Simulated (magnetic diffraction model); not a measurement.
# DyCd5: what an assumed order does to the neutron pattern

Space group P6/mmm (no. 191), a = 5.8730 Å, c = 4.8990 Å.

```
site  atom    x    y    z
  1a    Dy    0    0    0
  3g    Cd    0  1/2  1/2
  2c    Cd  2/3  1/3    0
```

This is a made-up structure (elements placed in a structure type, unrelaxed), so the numbers test the method and describe no known phase.

Only Dy is taken to order (form factors of Dy3+); orders and moment sizes are assumed, and not adapted to the symmetry. Radiation: neutrons of λ = 2.52 Å (absorption by Cd and Dy left out), 5° to 100°; isotropic B of 0.1 Å² (Dy) and 0.15 Å² (Cd). The intensities are simulated: I ∝ L Σ (|F_N|² + |F_M⊥|²) for unpolarised neutrons, with F_M = 2.695 fm/μB × Σ f(s) S exp(2πi Q·r) exp(−B s²) at Q = H ± k (one set where k and −k are equivalent), only the part normal to Q counting and L = 1/(sin²θ cos θ). For collinear order S is the moment m, which repeats by lattice and centring translations R with the sign exp(−2πi k·R). Form factors are spin-only for 3d ions and dipole or tabulated for f ions, scattering lengths are Sears's of 1992, and absorption is left out. A label names one of the reflections at its angle. The strongest nuclear line in the range is 100, and lines under 0.2 are left out.

Assume the order k = (1/2 0 1/2), collinear moments along [101], 9.1 μB on Dy.

Q: Where does magnetic intensity appear, and how strong is it?

```csv
2θ (°),index,nuclear,magnetic
20.57,(1/2 0 1/2),0.0,77.2
28.69,(1 0 0),9.5,0.0
28.97,(1/2 -1 1/2),0.0,52.1
29.81,(0 0 1),8.3,0.0
41.23,(1/2 1 1/2),0.0,42.8
41.84,(1 0 1),52.6,0.0
46.31,(3/2 0 1/2),0.0,14.0
47.81,(1/2 0 3/2),0.0,13.7
50.82,(1 1 0),31.2,0.0
52.39,(1/2 -1 3/2),0.0,12.5
55.39,(3/2 -2 1/2),0.0,27.6
59.40,(2 0 0),36.3,0.0
60.03,(1 1 1),100.0,0.0
60.82,(1/2 1 3/2),0.0,17.6
61.91,(0 0 2),27.2,0.0
64.78,(3/2 0 3/2),0.0,7.0
67.42,(3/2 1 1/2),0.0,13.6
67.87,(2 0 1),0.5,0.0
69.63,(1 0 2),4.2,0.0
71.18,(1/2 2 1/2),0.0,14.4
72.34,(3/2 -2 3/2),0.0,14.1
78.47,(5/2 0 1/2),0.0,4.6
81.81,(1/2 0 5/2),0.0,4.5
81.91,(2 1 0),3.5,0.0
82.04,(3/2 -3 1/2),0.0,6.4
83.15,(3/2 1 3/2),0.0,8.8
84.11,(1 1 2),30.9,0.0
85.35,(1/2 -1 5/2),0.0,4.3
86.68,(1/2 2 3/2),0.0,9.3
89.10,(5/2 -3 1/2),0.0,10.5
89.51,(2 1 1),35.2,0.0
91.16,(2 0 2),43.0,0.0
92.39,(1/2 1 5/2),0.0,7.4
93.72,(5/2 0 3/2),0.0,3.4
95.91,(3/2 0 5/2),0.0,3.3
96.01,(3 0 0),13.9,0.0
97.25,(3/2 -3 3/2),0.0,4.4
99.70,(3/2 2 1/2),0.0,7.0
```

The strongest magnetic line in the range is (1/2 0 1/2) at 20.57° (77.2). On top of the Lorentz factor, which all lines share, magnetic lines fade with angle because f falls: for Dy3+ it is 0.96, 0.84, 0.69 and 0.41 at sin θ/λ = 0.1, 0.2, 0.3 and 0.5 Å⁻¹, while nuclear lengths stay constant. The order has no net moment.

[Logs are printed without paths, hosts, clocks, repeated set-up lines and the standing remarks that a program may print on its own settings, such as how far it seeks lower states.]
